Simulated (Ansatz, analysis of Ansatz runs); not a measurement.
# Li-H pair in ZnO: local vibrational mode against experiment, part 2 of 2

Aim: the local vibrational mode of the Li-H pair in ZnO, to be set beside the measurement. Set-up: PBE, 72-site cell, PBE lattice, 350 eV, k: the single point 1/4 1/4 1/4. The model is a cell of 72 host atoms with Li put on another atom's site and H put in between. The frequencies come from force constants among the defect atom and its neighbours, with the masses of the isotopes named. This set-up takes another basis size than the usual one.

Ansatz 0.2.0; PBE, 72-site cell, PBE lattice, 350 eV, k: the single point 1/4 1/4 1/4.

So far: Set-up; Relaxation, charge 0.

### 2. Relaxation, charge 0 (continued)

Level of this step: plane-wave PAW DFT, PBE; relaxation of all atoms of a defect supercell (Ansatz).

Step by step:

| step | energy less that of the first step (eV) | largest force component (eV/Å) |
| --- | --- | --- |
| 1 | 0.0000 | 2.2660 |
| 2 | -0.5512 | 1.0983 |
| 3 | -0.8217 | 0.6196 |
| 4 | -0.8501 | 0.0996 |
| 5 | -0.8523 | 0.0144 |
| 6 | -0.8525 | 0.0089 |

The atoms that moved most (Å, from the sites as typed, ahead of the random displacement, the mean shift of all atoms taken out):

| atom | dx | dy | dz | length |
| --- | --- | --- | --- | --- |
| Li38 | -0.010 | 0.001 | -0.408 | 0.408 |
| Zn61 | 0.093 | 0.057 | 0.074 | 0.131 |
| Zn37 | -0.094 | 0.055 | 0.068 | 0.128 |
| Zn29 | -0.002 | -0.103 | 0.067 | 0.123 |
| O35 | -0.005 | 0.002 | 0.093 | 0.093 |
| Zn34 | 0.004 | -0.002 | 0.086 | 0.086 |
| Zn33 | -0.063 | 0.036 | -0.003 | 0.072 |
| O39 | 0.003 | 0.002 | -0.068 | 0.068 |

Neighbours of the ideal centre at the end:

| atom | distance (Å) |
| --- | --- |
| H73 | 0.585 |
| Li38 | 1.486 |
| O39 | 1.559 |
| O60 | 2.275 |
| O28 | 2.285 |
| O36 | 2.291 |
| Zn29 | 2.883 |
| Zn37 | 2.890 |
| Zn61 | 2.891 |

Neighbours of the added atoms: H73: O39 0.97, Li38 2.07, Zn61 2.49 Å.

Read from the output:

- free energy: -136825.9947 eV

The relaxation ends 12 meV an atom lower than the displaced start, with a largest force component of 0.0089 eV/Å.

### 3. Local vibrational modes

A local mode lives on the defect and the atoms next to it, so only the sites listed in the input are displaced, which costs far fewer SCF runs than the whole cell would.

This step: plane-wave PAW DFT, PBE; finite-displacement force constants among the atoms nearest to a defect, the others at rest.

modes/input.yaml reads:

```yaml
crystal:
  lattice:
    - [9.82922712, 0.0, 0.0]
    - [-4.91461356, 8.51236039, 0.0]
    - [0.0, 0.0, 10.57248826]
  atoms:
    - { symbol: Zn, position: [0.110026053, 0.222158463, 0.251337927] }
    - { symbol: Zn, position: [0.220306749, 0.109849426, 0.00039905] }
[... 25 atom lines left out ...]
    - { symbol: O, position: [0.444664612, 0.222531784, 0.437603775] }
    - { symbol: Zn, position: [0.437921537, 0.210173799, 0.756125078] }
    - { symbol: Zn, position: [0.554177441, 0.114522695, 0.498152671] }
[... 5 atom lines left out ...]
    - { symbol: O, position: [0.444036419, 0.555519134, 0.43734854] }
    - { symbol: Zn, position: [0.43784856, 0.561989727, 0.75624549] }
    - { symbol: Li, position: [0.554277418, 0.444508326, 0.418661603] }
    - { symbol: O, position: [0.555699647, 0.444731643, 0.70659139] }
[... 20 atom lines left out ...]
    - { symbol: O, position: [0.7764163, 0.554521816, 0.437955663] }
    - { symbol: Zn, position: [0.790284976, 0.562273763, 0.756740493] }
    - { symbol: Zn, position: [0.885038855, 0.445435424, 0.498217997] }
[... 7 atom lines left out ...]
    - { symbol: Zn, position: [0.885062261, 0.772395096, 0.498217993] }
[... 2 atom lines left out ...]
    - { symbol: H, position: [0.557215692, 0.44535862, 0.614485128] }
basis:
  ecutwfc: 350
  xc_grid: 2
hamiltonian:
  xc: pbe
kpoints:
  mp_grid: { grid: [1, 1, 1], shift: [0.25, 0.25, 0.25] }
scf:
  occupations: { method: fermi_dirac, width: 0.01 }
  max_iter: 120
output: {}
checkpoint:
  read: "../relax.run"
phonons:
  supercell: [1, 1, 1]
  displaced_sites: [28, 37, 38, 60, 72]
```

On the command line:

```bash
$ ansatz run input.yaml --threads 2 --pin off --max-ram 4710MiB --backend cpu --events-out ev --progress --plain --runs-dir out
```

Numbers of over 12 decimals in the logs are rounded to 6 here.

Log:

```text
[...]
Crystal: 73 atoms, lattice volume = 884.599 Å³
Basis set: ecut = 350 eV, 13059 PW (Γ), exchange–correlation on 120×120×144 points (8 copies of the dense FFT grid, shifted against one another)
Bands: 393, of which v1, the nominal top of the filled ones, is band 320 counted from 1 (319 counted from 0)
Symmetry: 1 space group operations
k-points: 1
[...]
Stability of the state it starts from, as read at its close in the unpolarized treatment: not read negative (Ritz values of 1 − χ₀K, real part plus size of imaginary part, from 1.0 to 1.4, by its mixing steps under no symmetry)
[...]
iter 1 solved again at ethr=4.82e-12 eV; its pass at ethr=3.10e-3 eV (dr2=3.09e-8 eV) is discarded
[...]
SCF iter   6: F=-136825.994679 eV  HF=-136825.994679 eV  |F-HF|=5.82e-11  |Δ(HF+E_count)|=  5.82e-11  Δρ=3.51e-8  dr2=1.20e-11  ethr=1.00e-12  ⟨swp⟩=4.0  Hψ=1056  notcnv=0
[...]
symmetry images taken by strict's conditions (phonons.symmetry_images: auto; settled by no image being taken that strict refuses)
  force constants formed among 5 of 73 sites (Zn 28, Li 37, O 38, Zn 60, H 72); the other 68 at rest. The modes move the named sites alone.
  the frequencies, the zero-point energy and the sums are of the block with the acoustic sum rule laid on its rows. Row sums over every site: 2.0e-3 eV/Å² at the most
  transpose residual: 2.2e-4 eV/Å²
  largest component of a force at the reference: 8.8e-3 eV/Å on a named site, 6.6e-3 eV/Å on a site at rest
  frequencies among the named sites at Γ of the cell (cm⁻¹): 120.76 155.58 202.26 212.50 213.15 220.83 304.03 342.70 351.15 373.71 473.42 483.96 669.26 676.22 3631.99
  unstable modes among the named sites: 0
  frequencies as built, with no sum rule (cm⁻¹): 120.76 155.60 202.26 212.50 213.15 220.82 304.08 342.70 351.14 373.80 473.46 483.97 669.23 676.20 3632.01
  zero-point energy: 0.522688 eV/cell   skipped modes (ω ≤ 0): 0
  not written: the harmonic force-constant file, the file of eigenvectors (these modes' are written with the force constants), the density of states and the dispersion, which are of every site
[key lines of the parts left out:]
SCF converged after 6 iterations
Free energy (F): -136825.994679 eV
Fermi energy:    7.611023 eV
```

Wall time 11 min (2 threads of Intel Xeon Platinum 8488C (Sapphire Rapids), shared host); peak memory 1.8 GiB.

The column dr2 measures how far the density is from self-consistency, as an energy; F and HF (Harris–Foulkes) agree once it is small.

Numbers from this step:

| Property | Result |
| --- | --- |
| free energy | -136825.9947 eV |

The modes with the largest weight on the probed atoms (the light atom of a pair), for the masses of each isotope. Modes of the displaced atoms (local only where they lie over the host's phonons):

| isotopes | mode (cm⁻¹) | share of the defect atoms |
| --- | --- | --- |
| H | 3632 | 0.944 |
| H | 676.3 | 0.857 |
| H | 669.3 | 0.849 |
| D | 2641 | 0.892 |
| D | 529 | 0.426 |
| D | 526.6 | 0.471 |

### 4. Summary of results

* distance from the defect atom to its nearest neighbour: 0.974 Å
* O-H stretch, 1H: 3632 cm⁻¹
* O-D stretch, 2H: 2641 cm⁻¹
* time of the whole chain: 13 min on 2 threads

O-H stretch, 1H: computed 3632 cm⁻¹, measured 3577.3 cm⁻¹; 55 cm⁻¹ (2 %) above the measurement. O-D stretch, 2H: computed 2641 cm⁻¹, measured 2644.4 cm⁻¹; 3 cm⁻¹ (0 %) below the measurement. The computed value is harmonic, while the measured line is the anharmonic fundamental, which for X–H stretches usually lies a few per cent lower. Only the named neighbours move, so modes near the host's band are approximate. Limits: the cell was relaxed at this lower cutoff, where the basis error moves the lattice constant.

[Logs are printed without paths, hosts, clocks, repeated set-up lines and the standing remarks that a program may print on its own settings, such as how far it seeks lower states.]

[Hosts, paths, dates, database ids (printed as entryN), source tags and the programs' standing remarks are cut or masked in the printed files.]

[For some hosts the program warned that the k-mesh of the response run may be too coarse for force constants and the static dielectric constant; such warnings are not shown here.]
